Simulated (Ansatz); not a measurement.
# Cs on Cu(100): change of the work function, part 2 of 3

How does Cs on the hollow site change the work function of Cu(100) as the layer fills?

Ansatz 0.2.0; plane-wave DFT, PBE, Ansatz PAW.

So far, work function, upper face (eV): step 2 (the clean slab) 4.57.

## Step 3: The covered slab, k-mesh 4×4×1, coverage 0.111 ML

System of this step: Cs/Cu(100). The cell holds 37 atoms: 36 Cu and 1 Cs. Cell: a = 7.658 Å, b = 7.658 Å, c = 26.844 Å, α = 90.0°, β = 90.0°, γ = 90.0°. Vacuum lies along c.

The clean slab as it ended is repeated in the plane and the adsorbate is set on one face; the cell's size fixes the coverage, and the k-mesh shrinks with it to keep the sampling density about even. Adsorbate and upper layers relax, since the dipole depends on the height.

input.yaml

```yaml
crystal:
  lattice:
    - [7.6579664403, 0.0, 0.0]
    - [0.0, 7.6579664403, 0.0]
    - [0.0, 0.0, 26.8444187524]
  atoms:
    - { symbol: Cu, position: [0.1666666667, 0.1666666667, 0.3352652215] }
    - { symbol: Cu, position: [0.0, 0.0, 0.4025045243] }
    - { symbol: Cu, position: [0.1666666667, 0.1666666667, 0.4709109197] }
    - { symbol: Cu, position: [0.0, 0.0, 0.5370937468] }
    - { symbol: Cu, position: [0.1666666667, 0.5, 0.3352652215] }
    - { symbol: Cu, position: [0.0, 0.3333333333, 0.4025045243] }
    - { symbol: Cu, position: [0.1666666667, 0.5, 0.4709109197] }
    - { symbol: Cu, position: [0.0, 0.3333333333, 0.5370937468] }
    - { symbol: Cu, position: [0.1666666667, 0.8333333333, 0.3352652215] }
    - { symbol: Cu, position: [0.0, 0.6666666667, 0.4025045243] }
    - { symbol: Cu, position: [0.1666666667, 0.8333333333, 0.4709109197] }
    - { symbol: Cu, position: [0.0, 0.6666666667, 0.5370937468] }
    - { symbol: Cu, position: [0.5, 0.1666666667, 0.3352652215] }
    - { symbol: Cu, position: [0.3333333333, 0.0, 0.4025045243] }
    - { symbol: Cu, position: [0.5, 0.1666666667, 0.4709109197] }
    - { symbol: Cu, position: [0.3333333333, 0.0, 0.5370937468] }
    - { symbol: Cu, position: [0.5, 0.5, 0.3352652215] }
    - { symbol: Cu, position: [0.3333333333, 0.3333333333, 0.4025045243] }
    - { symbol: Cu, position: [0.5, 0.5, 0.4709109197] }
    - { symbol: Cu, position: [0.3333333333, 0.3333333333, 0.5370937468] }
    - { symbol: Cu, position: [0.5, 0.8333333333, 0.3352652215] }
    - { symbol: Cu, position: [0.3333333333, 0.6666666667, 0.4025045243] }
    - { symbol: Cu, position: [0.5, 0.8333333333, 0.4709109197] }
    - { symbol: Cu, position: [0.3333333333, 0.6666666667, 0.5370937468] }
    - { symbol: Cu, position: [0.8333333333, 0.1666666667, 0.3352652215] }
    - { symbol: Cu, position: [0.6666666667, 0.0, 0.4025045243] }
    - { symbol: Cu, position: [0.8333333333, 0.1666666667, 0.4709109197] }
    - { symbol: Cu, position: [0.6666666667, 0.0, 0.5370937468] }
    - { symbol: Cu, position: [0.8333333333, 0.5, 0.3352652215] }
    - { symbol: Cu, position: [0.6666666667, 0.3333333333, 0.4025045243] }
    - { symbol: Cu, position: [0.8333333333, 0.5, 0.4709109197] }
    - { symbol: Cu, position: [0.6666666667, 0.3333333333, 0.5370937468] }
    - { symbol: Cu, position: [0.8333333333, 0.8333333333, 0.3352652215] }
    - { symbol: Cu, position: [0.6666666667, 0.6666666667, 0.4025045243] }
    - { symbol: Cu, position: [0.8333333333, 0.8333333333, 0.4709109197] }
    - { symbol: Cu, position: [0.6666666667, 0.6666666667, 0.5370937468] }
    - { symbol: Cs, position: [0.1666666667, 0.1666666667, 0.6647347785] }
kpoints:
  mp_grid: { grid: [4, 4, 1] }
hamiltonian:
  xc: pbe
scf:
  occupations: { method: fermi_dirac, width: 0.1 }
  convergence: { dr2_threshold: 1.0e-08 }
efield:
  axis: 3
  dipole_correction: true
  ramp_position: 0.97
  ramp_width: 0.06
relax:
  f_tol: 0.02
  max_steps: 60
  constraints:
    - { sites: [0, 1, 4, 5, 8, 9, 12, 13, 16, 17, 20, 21, 24, 25, 28, 29, 32, 33] }
output:
  write_potential: true
  write_density: true
  volumetric_format: npy
```

Launch:

```
ansatz run input.yaml --threads 4 --pin off --max-ram 16384MiB --backend cpu --events-out ev --progress --plain --runs-dir out
```

What it wrote:

```text
[...]
Crystal: 37 atoms, lattice volume = 1574.276 Å³
Basis set: ecut = 420 eV, 30749 PW (Γ), exchange–correlation on 108×108×360 points (8 copies of the dense FFT grid, shifted against one another)
Bands: 416, of which v1, the nominal top of the filled ones, is band 347 counted from 1 (346 counted from 0)
Symmetry: 8 space group operations
[...]
k-points: 6 of 16
[...]
SCF iter   1: F=—  HF=-244167.603010 eV  |F-HF|=—  |Δ(HF+E_count)|=         —  Δρ=4.76e-3  dr2=8.75e0  ethr=1.77e-3  p=1.289 e·Å  D=1.48e-1 V/Å  ΔV_dip=-3.98 eV  dr2_dipole=5.67e0  V_vac-E_F(+/−)=0.70/4.68 eV  ⟨swp⟩=8.3  Hψ=10873  notcnv=0  defer=170
[...]
SCF iter  15: F=-244167.326361 eV  HF=-244167.326361 eV  |F-HF|=6.08e-9  |Δ(HF+E_count)|=   5.83e-8  Δρ=1.73e-7  dr2=8.43e-10  ethr=1.44e-12  p=1.046 e·Å  D=1.20e-1 V/Å  ΔV_dip=-3.23 eV  dr2_dipole=2.57e-11  V_vac-E_F(+/−)=1.32/4.55 eV  ⟨swp⟩=9.3  Hψ=15238  notcnv=0
SCF 1 converged in 15 iterations: F = -244167.326361 eV  dr2 = 8.43e-10
[...]
relax step   1: F+E_penalty+E_count = -244167.32636069 eV  Δ(F+E_penalty+E_count) = +0.000e0 eV  max|allowed force component| = 5.773e-1 eV/Å  Δτ_max = 0.0000 Å  (15 SCF iters, accepted)
[...]
SCF iter   9: F=-244167.382692 eV  HF=-244167.382692 eV  |F-HF|=1.02e-8  |Δ(HF+E_count)|=   5.62e-9  Δρ=6.99e-7  dr2=8.22e-9  ethr=1.44e-12  p=1.039 e·Å  D=1.19e-1 V/Å  ΔV_dip=-3.21 eV  dr2_dipole=1.61e-9  V_vac-E_F(+/−)=1.34/4.55 eV  ⟨swp⟩=7.7  Hψ=17504  notcnv=0
SCF 2 converged in 9 iterations: F = -244167.382692 eV  dr2 = 8.22e-9
[...]
relax step   2: F+E_penalty+E_count = -244167.38269227 eV  Δ(F+E_penalty+E_count) = -5.633e-2 eV  max|allowed force component| = 5.015e-1 eV/Å  Δτ_max = 0.1014 Å  (9 SCF iters, accepted)
SCF iter   1: F=—  HF=-244167.466054 eV  |F-HF|=—  |Δ(HF+E_count)|=         —  Δρ=9.75e-4  dr2=2.99e-2  ethr=3.48e-5  p=1.039 e·Å  D=1.19e-1 V/Å  ΔV_dip=-3.21 eV  dr2_dipole=9.13e-3  V_vac-E_F(+/−)=1.35/4.56 eV  ⟨swp⟩=6.3  Hψ=7321  notcnv=0  defer=111
[...]
SCF iter  11: F=-244167.463436 eV  HF=-244167.463436 eV  |F-HF|=1.19e-8  |Δ(HF+E_count)|=   1.64e-8  Δρ=5.13e-7  dr2=3.45e-9  ethr=1.44e-12  p=0.995 e·Å  D=1.14e-1 V/Å  ΔV_dip=-3.07 eV  dr2_dipole=7.72e-14  V_vac-E_F(+/−)=1.48/4.55 eV  ⟨swp⟩=8.7  Hψ=15250  notcnv=0
SCF 3 converged in 11 iterations: F = -244167.463436 eV  dr2 = 3.45e-9
[...]
relax step   3: F+E_penalty+E_count = -244167.46343560 eV  Δ(F+E_penalty+E_count) = -8.074e-2 eV  max|allowed force component| = 2.475e-1 eV/Å  Δτ_max = 0.1971 Å  (11 SCF iters, accepted)
[...]
relax step   4: F+E_penalty+E_count = -244167.48172422 eV  Δ(F+E_penalty+E_count) = -1.829e-2 eV  max|allowed force component| = 8.963e-2 eV/Å  Δτ_max = 0.1947 Å  (11 SCF iters, accepted)
SCF iter   1: F=—  HF=-244167.483374 eV  |F-HF|=—  |Δ(HF+E_count)|=         —  Δρ=2.77e-4  dr2=3.02e-3  ethr=1.57e-6  p=0.933 e·Å  D=1.07e-1 V/Å  ΔV_dip=-2.88 eV  dr2_dipole=1.18e-3  V_vac-E_F(+/−)=1.68/4.56 eV  ⟨swp⟩=6.7  Hψ=7109  notcnv=0  defer=75
[...]
SCF iter   9: F=-244167.483931 eV  HF=-244167.483931 eV  |F-HF|=1.87e-8  |Δ(HF+E_count)|=   5.30e-9  Δρ=3.63e-7  dr2=2.13e-9  ethr=1.44e-12  p=0.949 e·Å  D=1.09e-1 V/Å  ΔV_dip=-2.93 eV  dr2_dipole=1.01e-10  V_vac-E_F(+/−)=1.63/4.56 eV  ⟨swp⟩=9.2  Hψ=16248  notcnv=0
SCF 5 converged in 9 iterations: F = -244167.483931 eV  dr2 = 2.13e-9
relax step   5: F+E_penalty+E_count = -244167.48393054 eV  Δ(F+E_penalty+E_count) = -2.206e-3 eV  max|allowed force component| = 9.243e-3 eV/Å  Δτ_max = 0.0407 Å  (9 SCF iters, accepted)
NSCF: frozen V_eff on 6 k-points
the search or the solves at the SCF's close seem to have found levels that the self-consistency loop had missed (the run counts 4). By its estimate they hold under 1e-12 electrons; where the run keeps them, the occupations were computed again with them
WARN: The input density's exchange-correlation potential varies sharply where the density is thin. Do not read a vacuum level from v_tot or v_xc, or from such a field of the output density. On a cell that repeats whose density bears no net charge and no dipole along the vacuum's axis use v_es (v_loc + v_h of the components); under efield.dipole_correction with no amplitude use v_es + v_field, which holds any external [...]
SCF converged after 9 iterations
Free energy (F): -244167.483931 eV
[...]
Internal energy: -244167.082255 eV  (E = F + TS)
E sigma→0 (E₀):  -244167.283093 eV
Entropy (-TS):   -0.401675 eV (-10.856 meV/atom)
Fermi energy:    2.617829 eV
Dipole field:    D = 0.109119 V/Å  (p = 0.949334 e·Å, saw-weighted, corrected)
Work function:   Φ+ = 1.6284 eV   Φ− = 4.5577 eV
[...]
--- Forces (eV/Å), atoms counted from 1 ---
  atom   1  Cu    -0.00000000     0.00000000     0.11528635
  atom   2  Cu    -0.01602048    -0.01602048    -0.10717806
  atom   3  Cu    -0.00000000     0.00000000     0.00675644
  atom   4  Cu    -0.00191627    -0.00191627    -0.00325148
  atom   5  Cu     0.00000000    -0.00381223     0.11335463
  atom   6  Cu    -0.01602048     0.01602048    -0.10717806
  atom   7  Cu     0.00000000     0.00173658     0.00159317
  atom   8  Cu    -0.00191627     0.00191627    -0.00325148
  atom   9  Cu     0.00000000     0.00381223     0.11335463
  atom  10  Cu    -0.01541658     0.00000000    -0.11477971
  atom  11  Cu     0.00000000    -0.00173658     0.00159317
  atom  12  Cu     0.00129107     0.00000000     0.00346094
  atom  13  Cu    -0.00381223     0.00000000     0.11335463
  atom  14  Cu     0.01602048    -0.01602048    -0.10717806
  atom  15  Cu     0.00173658     0.00000000     0.00159317
  atom  16  Cu     0.00191627    -0.00191627    -0.00325148
  atom  17  Cu    -0.00155127    -0.00155127     0.11199846
  atom  18  Cu     0.01602048     0.01602048    -0.10717806
  atom  19  Cu     0.00283906     0.00283906    -0.00090248
  atom  20  Cu     0.00191627     0.00191627    -0.00325148
  atom  21  Cu    -0.00155127     0.00155127     0.11199846
  atom  22  Cu     0.01541658     0.00000000    -0.11477971
  atom  23  Cu     0.00283906    -0.00283906    -0.00090248
  atom  24  Cu    -0.00129107     0.00000000     0.00346094
  atom  25  Cu     0.00381223     0.00000000     0.11335463
  atom  26  Cu     0.00000000    -0.01541658    -0.11477971
  atom  27  Cu    -0.00173658     0.00000000     0.00159317
  atom  28  Cu     0.00000000     0.00129107     0.00346094
  atom  29  Cu     0.00155127    -0.00155127     0.11199846
  atom  30  Cu     0.00000000     0.01541658    -0.11477971
  atom  31  Cu    -0.00283906     0.00283906    -0.00090248
  atom  32  Cu     0.00000000    -0.00129107     0.00346094
  atom  33  Cu     0.00155127     0.00155127     0.11199846
  atom  34  Cu    -0.00000000     0.00000000    -0.13486179
  atom  35  Cu    -0.00283906    -0.00283906    -0.00090248
  atom  36  Cu    -0.00000000     0.00000000     0.00482345
  atom  37  Cs     0.00000000     0.00000000    -0.00924315
  max |Σ_I F_I| component: 5.68e-5 eV/Å
--- Band table (eV; the first three rows and the last of 6) ---
  k-point 0: bands = [... 343 lower, 1.8692, 2.0559, 2.0559, 2.0876, 2.0957, 2.7496, 2.7496, 2.7569, ... 65 higher]
  k-point 1: bands = [... 343 lower, 1.9802, 2.1728, 2.3161, 2.3500, 2.4234, 2.4291, 2.7261, 3.4458, ... 65 higher]
  k-point 2: bands = [... 343 lower, 2.2778, 2.4959, 2.5855, 2.7721, 2.8359, 2.8708, 2.9289, 2.9355, ... 65 higher]
  k-point 5: bands = [... 343 lower, 2.8460, 2.8472, 2.8547, 2.8584, 2.8584, 3.4686, 3.4802, 3.4901, ... 65 higher]
--- Relaxed structure (5 steps of the walk, 5 accepted, 0 SCFs on fresh bases) ---
  F+E_penalty+E_count = -244167.48393054 eV   max|allowed force component| = 9.243e-3 eV/Å
  atoms:
    - { symbol: Cu, position: [0.166667, 0.166667, 0.3352652215] }
    - { symbol: Cu, position: [1.666666e-11, 1.666666e-11, 0.4025045243] }
    - { symbol: Cu, position: [0.166667, 0.166667, 0.470270] }
    - { symbol: Cu, position: [-0.000436631, -0.000436631, 0.536525] }
    - { symbol: Cu, position: [0.166667, 0.500000, 0.3352652215] }
    - { symbol: Cu, position: [1.666666e-11, 0.333333, 0.4025045243] }
    - { symbol: Cu, position: [0.166667, 0.500849, 0.470719] }
    - { symbol: Cu, position: [-0.000436631, 0.333770, 0.536525] }
    - { symbol: Cu, position: [0.166667, 0.833333, 0.3352652215] }
    - { symbol: Cu, position: [1.666666e-11, 0.666667, 0.4025045243] }
    - { symbol: Cu, position: [0.166667, 0.832485, 0.470719] }
    - { symbol: Cu, position: [0.00026559, 0.666667, 0.538006] }
    - { symbol: Cu, position: [0.500000, 0.166667, 0.3352652215] }
    - { symbol: Cu, position: [0.333333, 1.666666e-11, 0.4025045243] }
    - { symbol: Cu, position: [0.500849, 0.166667, 0.470719] }
    - { symbol: Cu, position: [0.333770, -0.000436631, 0.536525] }
    - { symbol: Cu, position: [0.500000, 0.500000, 0.3352652215] }
    - { symbol: Cu, position: [0.333333, 0.333333, 0.4025045243] }
    - { symbol: Cu, position: [0.500564, 0.500564, 0.470958] }
    - { symbol: Cu, position: [0.333770, 0.333770, 0.536525] }
    - { symbol: Cu, position: [0.500000, 0.833333, 0.3352652215] }
    - { symbol: Cu, position: [0.333333, 0.666667, 0.4025045243] }
    - { symbol: Cu, position: [0.500564, 0.832770, 0.470958] }
    - { symbol: Cu, position: [0.333068, 0.666667, 0.538006] }
    - { symbol: Cu, position: [0.833333, 0.166667, 0.3352652215] }
    - { symbol: Cu, position: [0.666667, 1.666666e-11, 0.4025045243] }
    - { symbol: Cu, position: [0.832485, 0.166667, 0.470719] }
    - { symbol: Cu, position: [0.666667, 0.00026559, 0.538006] }
    - { symbol: Cu, position: [0.833333, 0.500000, 0.3352652215] }
    - { symbol: Cu, position: [0.666667, 0.333333, 0.4025045243] }
    - { symbol: Cu, position: [0.832770, 0.500564, 0.470958] }
    - { symbol: Cu, position: [0.666667, 0.333068, 0.538006] }
    - { symbol: Cu, position: [0.833333, 0.833333, 0.3352652215] }
    - { symbol: Cu, position: [0.666667, 0.666667, 0.4025045243] }
    - { symbol: Cu, position: [0.832770, 0.832770, 0.470958] }
    - { symbol: Cu, position: [0.666667, 0.666667, 0.537817] }
    - { symbol: Cs, position: [0.166667, 0.166667, 0.647877] }
```

Run time: 28 min. Hardware: 4 threads of Arm Neoverse N1, shared host; peak memory 12 GiB.

Step by step:

| step | energy less that of the first step (eV) | largest force component (eV/Å) |
| --- | --- | --- |
| 1 | 0.0000 | 0.5773 |
| 2 | -0.0563 | 0.5015 |
| 3 | -0.1371 | 0.2475 |
| 4 | -0.1554 | 0.0896 |
| 5 | -0.1576 | 0.0092 |

Forces are held to the 8 operations that the program found; a distortion that breaks them can't arise in this run.

The atoms that moved most (Å):

| atom | dx | dy | dz | length |
| --- | --- | --- | --- | --- |
| Cs37 | 0.000 | 0.000 | -0.453 | 0.453 |
| Cu24 | -0.002 | 0.000 | 0.024 | 0.025 |
| Cu32 | 0.000 | -0.002 | 0.024 | 0.025 |
| Cu12 | 0.002 | 0.000 | 0.024 | 0.025 |
| Cu28 | 0.000 | 0.002 | 0.024 | 0.025 |
| Cu36 | 0.000 | 0.000 | 0.019 | 0.019 |
| Cu3 | 0.000 | 0.000 | -0.017 | 0.017 |
| Cu20 | 0.003 | 0.003 | -0.015 | 0.016 |

Final coordinates:

```
Cu Cs
1.0
     7.65797    0.00000    0.00000
     0.00000    7.65797    0.00000
     0.00000    0.00000   26.84442
Cu Cs
36 1
Direct
  0.16667 0.16667 0.33527
  0.00000 0.00000 0.40250
  0.16667 0.16667 0.47027
  0.99956 0.99956 0.53652
  0.16667 0.50000 0.33527
  0.00000 0.33333 0.40250
  0.16667 0.50085 0.47072
  0.99956 0.33377 0.53652
  0.16667 0.83333 0.33527
  0.00000 0.66667 0.40250
  0.16667 0.83248 0.47072
  0.00027 0.66667 0.53801
  0.50000 0.16667 0.33527
  0.33333 0.00000 0.40250
  0.50085 0.16667 0.47072
  0.33377 0.99956 0.53652
  0.50000 0.50000 0.33527
  0.33333 0.33333 0.40250
  0.50056 0.50056 0.47096
  0.33377 0.33377 0.53652
  0.50000 0.83333 0.33527
  0.33333 0.66667 0.40250
  0.50056 0.83277 0.47096
  0.33307 0.66667 0.53801
  0.83333 0.16667 0.33527
  0.66667 0.00000 0.40250
  0.83248 0.16667 0.47072
  0.66667 0.00027 0.53801
  0.83333 0.50000 0.33527
  0.66667 0.33333 0.40250
  0.83277 0.50056 0.47096
  0.66667 0.33307 0.53801
  0.83333 0.83333 0.33527
  0.66667 0.66667 0.40250
  0.83277 0.83277 0.47096
  0.66667 0.66667 0.53782
  0.16667 0.16667 0.64788
```

Numbers from this step:

* energy at zero smearing: -244167.2831 eV
* work function, upper face: 1.628 eV
* work function, lower face: 4.558 eV
* dipole along the normal: 0.9493 e·Å
* step between the vacuum levels: -2.929 eV

Running mean over 1.805 Å of the planar mean; the ramp of the sawtooth is left out. Table of electron's electrostatic potential energy less the Fermi level by z:

z (Å), electron's electrostatic potential energy less the Fermi level (eV) and a bar from the least value:
```
      3.5       4.56 ##############################
      4.0       4.56 ##############################
      4.5       4.56 ##############################
      5.0       4.55 ##############################
      5.5       4.55 ##############################
      6.0       4.52 ##############################
      6.5       4.42 ##############################
      7.0       4.08 #############################
      7.5       2.67 ##########################
      8.0      -1.46 #################
      8.5      -6.22 ######
      9.0      -8.31 #
      9.5      -8.65 #
     10.0      -8.73 
     10.5      -8.79 
     11.0      -8.75 
     11.5      -8.58 #
     12.0      -8.60 #
     12.5      -8.79 
     13.0      -8.91 
     13.5      -8.92 
     14.0      -8.76 
     14.5      -8.22 ##
     15.0      -5.69 #######
     15.5      -1.14 #################
     16.0       1.80 ########################
     16.5       1.81 ########################
     17.0       1.01 ######################
     17.5       0.48 #####################
     18.0       0.55 #####################
     18.5       0.92 ######################
     19.0       1.33 #######################
     19.5       1.54 #######################
     20.0       1.60 #######################
     20.5       1.61 #######################
     21.0       1.62 #######################
     21.5       1.63 #######################
     22.0       1.63 #######################
     22.5       1.63 #######################
     23.0       1.63 #######################
     23.5       1.63 #######################
```

The relaxation took 5 steps and lowered the energy by 0.16 eV; the largest force on the free atoms ends at 0.0092 eV/Å.

The covered face has 1.63 eV, -2.94 eV against the clean one; the bare back face has moved by -0.02 eV, a measure of how thin the slab is.

(Part 2 of 3 ends here.)

[Long decimals in the printed logs are rounded to 6 places.]

[Logs are printed without paths, hosts, clocks, repeated set-up lines and the standing remarks that a program may print on its own settings, such as how far it seeks lower states.]

[Hosts, paths, dates, database ids (printed as entryN), source tags and the programs' standing remarks are cut or masked in the printed files.]

[Maps of the electrostatic potential energy from Ansatz leave out the sawtooth potential of an applied field or a dipole correction, so their vacuum need not be flat; planar profiles and work functions include it.]
